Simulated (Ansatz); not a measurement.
# Nb-Ti-Nb stack of (111) layers: lattice stability ahead of a resistivity run, part 3 of 3

The plan: relax Nb-Ti-Nb stack of (111) layers, check its phonons, and, if the lattice is stable, compute its Eliashberg function and ρ(T).

Ansatz 0.2.0; DFT PBEsol, scalar-relativistic, plane waves, PAW; PAW set soft_1.

So far, highest frequency, solved or plainly interpolated (cm⁻¹): step 4 (lattice stability: q 2×2×1, k 6×6×1) 311; step 5 (k-mesh 9×9×1, q mesh 3×3×1) 321. Also lowest on path (cm⁻¹): step 4 -79.9; step 5 -146.

## 6. Resistivity: q 3×3×1, k 9×9×1, scattering 18×18×1

Phonons, couplings and the Boltzmann equation in one run.

input.yaml

```yaml
crystal:
  lattice:
    - [2.7952896671, 2.761e-06, 0.0]
    - [-1.3976472246, 2.4207904822, 0.0]
    - [0.0, 0.0, 33.3453454395]
  atoms:
    - { symbol: Nb, position: [0.0, 0.0, 0.1637815898] }
    - { symbol: Ti, position: [0.3333333333, 0.6666666667, 0.2365048224] }
    - { symbol: Nb, position: [0.6666666667, 0.3333333333, 0.3092280549] }
  periodic: [true, true, false]
kpoints:
  mp_grid: { grid: [9, 9, 1] }
hamiltonian:
  xc: pbesol
  pseudopotentials: { kind: paw, azcp: { folder: soft_1 }, xc_functional: pbe }
scf:
  occupations: { method: methfessel_paxton, width: 0.2 }
output:
  eigenvalues: true
phonons:
  method: dfpt
  qmesh: [3, 3, 1]
  temperatures: { t_max: 1000, t_step: 50 }
  qpath:
    path:
      - [0.0, 0.0, 0.0]
      - [0.5, 0.0, 0.0]
      - [0.33333333, 0.33333333, 0.0]
      - [0.0, 0.0, 0.0]
    npoints: 10
  electrical_resistivity:
    mesh: [18, 18, 1]
    temperatures: [20.0, 50.0, 77.0, 100.0, 150.0, 200.0, 300.0, 400.0, 600.0, 800.0]
```

Started as:

```console
$ ansatz run input.yaml --threads 4 --pin off --max-ram 12288MiB --backend cpu --events-out ev --progress --plain --runs-dir out
```

What it wrote:

```text
[the first part of the log is left out]
  E_hartree    = 57960.886266
  E_xc         = -443.501510
  E_vxc        = -543.846806  (∫ρ·V_xc dr)
  E_paw        = -7071.233729  (= ΣΔE_a)
  E_vpaw       = -413.207917  (= ΣTr[D̂ρ^β])
  E_aug_tail   = 0.000006  (compensation charges beyond the density's cutoff)
  E_ewald      = 54159.979779
  E_core_change = 0.516804  (= ΣΔE_core)
  E_smearing   = 0.004793  (= −TS)
  E_closure    = 0.000000  (closes the sum)
  Σ components = -11462.326640   (vs F -11462.326640, Δ=0.00e0)
--- Band table (eV; the first three rows and the last of 12) ---
  k-point 0: bands = ["-61.2626", "-59.4692", "-59.4665", "-37.6809", "-37.2392", "-37.2392", "-35.6230", "-35.5462", "-34.6700", "-34.6700", "-34.6692", "-34.6692", "-10.5917", "-9.4868", "-8.6115", "-6.0517", "-5.3205", "-4.7361", "-4.5101", "-4.5101", "-4.3582", "-4.3582", "-4.2375", "-3.9152", "-3.9152", "-2.1377", "-2.1377"]
  k-point 1: bands = ["-61.2471", "-59.4379", "-59.4354", "-37.6616", "-37.3318", "-37.2595", "-35.5891", "-35.5239", "-34.8722", "-34.8703", "-34.7149", "-34.7139", "-10.1740", "-8.9855", "-8.1739", "-6.0070", "-5.1652", "-5.1350", "-4.9891", "-4.7078", "-4.5924", "-4.0927", "-4.0231", "-3.9015", "-3.6651", "-2.4178", "-2.3050"]
  k-point 2: bands = ["-61.2075", "-59.3576", "-59.3559", "-37.6140", "-37.5606", "-37.3106", "-35.5052", "-35.4676", "-35.3669", "-35.3564", "-34.8270", "-34.8255", "-9.1837", "-8.0445", "-7.3688", "-6.3668", "-5.7215", "-5.5663", "-5.3034", "-5.1812", "-4.5821", "-3.8193", "-3.2892", "-3.0249", "-2.7364", "-2.6029", "-2.2632"]
  k-point 11: bands = ["-61.1113", "-59.1593", "-59.1593", "-37.7665", "-37.7665", "-37.5038", "-35.8124", "-35.8056", "-35.8056", "-35.7861", "-35.3111", "-35.3111", "-6.7855", "-6.7855", "-6.7016", "-5.7863", "-5.7863", "-5.5827", "-5.1159", "-5.0815", "-5.0788", "-5.0788", "-3.0005", "-3.0005", "-1.5438", "-1.5438", "-1.2859"]
--- Phonons (Γ-DFPT): 6 representative perturbations + reference (Σ response iterations 31) ---
  ASR residual: 7.659e-6 → 0.000e0 eV/Å²; symmetrization residual: 3.113e-7 eV/Å²
  The last average, over the group as it would stand without the narrowing to the FFT grids, took up to 1.005e-8 eV/Å² of the zone centre's force constants
  ASR residual per site (eV/Å²): 7.66e-6 4.87e-6 7.65e-6
  Γ frequencies (cm⁻¹): -95.11 -95.11 -18.28 -18.28 0.00 0.00 0.00 118.15 240.04
--- Phonons (arbitrary-q DFPT): 3 irreducible q on the 3×3×1 mesh ---
  q = [0.0000, 0.0000, 0.0000] (star 1, of the zone-centre solve; hermiticity 6.37e-8, symmetrization 1.93e-8, taken by the last average 1.25e-9): -95.11 -95.11 -18.28 -18.28 -0.00 0.00 0.00 118.15 240.04
  q = [0.0000, 0.3333, 0.0000] (star 6, 9 solved perturbations in 621 linear systems a pass and spin channel, the states on 81 of 81 k-point pairs; hermiticity 3.25e-8, symmetrization 7.26e-9, taken by the last average 6.05e-9): -81.56 -63.95 -34.74 61.58 78.77 142.52 167.55 243.67 278.96
  q = [0.3333, 0.3333, 0.0000] (star 2, 6 solved perturbations in 300 linear systems a pass and spin channel, the states on 81 of 81 k-point pairs; hermiticity 2.20e-8, symmetrization 7.71e-9, taken by the last average 5.46e-9): -145.73 -145.73 70.66 153.26 180.74 180.74 195.07 263.65 263.65
  sum rule: each row above includes the acoustic sum rule's correction from the zone centre's row sums; it moved no ω² by more than (0.17 cm⁻¹)²
  mesh force constants: q→R imaginary residual 0.00e0; ASR residual 7.659e-6 → 0.000e0 eV/Å²; symmetrization residual 6.217e-15 eV/Å²
  interpolated dispersion: 31 rows × 9 modes
  density of states and harmonic sums: on the 27×27×1 q-mesh, interpolated from the force constants of a 3×3×1 supercell (no non-analytic term)
  largest difference from the sums on the solved wave vectors: F 1.60e-1 eV, S 2.10e-4 and C_V 5.10e-5 eV/K
  zero-point energy: 0.061468 eV/cell   skipped modes (ω ≤ 0): 204, of them read as no rigid motion or as one in doubt: 201 (2.636e0 modes/cell left out, lowest -145.73 cm⁻¹)   left out of the sums: 2.93e-1 of the cell's modes: C_V's classical limit lies that fraction below 3 k_B per atom; for a crystal, a wire or a layer, F and S can be off by more, and a phonons.interpolated_qmesh denser along its periods is the remedy for the sampling
Error: electrical resistivity: the mode of lowest frequency at the wavevector [0.3333, 0.3333, 0.0000] is imaginary, -145.73 cm⁻¹ (written negative): the force constants describe an unstable lattice; relax the structure, enlarge phonons.supercell (under dfpt, kpoints.mp_grid), or, with a block electrical_resistivity or superconductivity, name a file of force constants under which the crystal is stable (phonons.electron_phonon_force_constants)
The harmonic force constants that this run solved are whole in <dir>
```

Wall time 3.8 min (4 threads of Arm Neoverse V1, shared host); peak memory 1.5 GiB.

The run ended with an error.

The program's message: “electrical resistivity: the mode of lowest frequency at the wavevector [0.3333, 0.3333, 0.0000] is imaginary, -145.73 cm⁻¹ (written negative): the force constants describe an unstable lattice; relax t …”

The run stops because a mode is imaginary on the scattering mesh, where no scattering rate is defined; denser k meshes, other smearings and, between solved wavevectors, finer q meshes show whether the instability is real.

## 7. Summary of results

```
phonon run of the rows without a label of their own : PBEsol, q 3×3×1, k 9×9×1
softest mode on the q mesh                          : -146 cm⁻¹ at q = (-0.333, -0.333, 0)
highest frequency, solved or plainly interpolated   : 321 cm⁻¹
```

The lattice is dynamically unstable at this level: a mode at q = (-0.333, -0.333, 0) is imaginary, 146i cm⁻¹, so no harmonic coupling constant or resistivity is defined for this structure. These meshes are coarse, and single modes of a metal can move by tens of cm⁻¹ with the k mesh. The phonon runs are not spin-polarised. The PAW files were made for PBE; under other functionals the run regenerates their frozen core. The structure was built by hand as an ordered model, and its stability against other phases was not tested.

[Logs are printed without paths, hosts, clocks, repeated set-up lines and the standing remarks that a program may print on its own settings, such as how far it seeks lower states.]

[Hosts, paths, dates, database ids (printed as entryN), source tags and the programs' standing remarks are cut or masked in the printed files.]
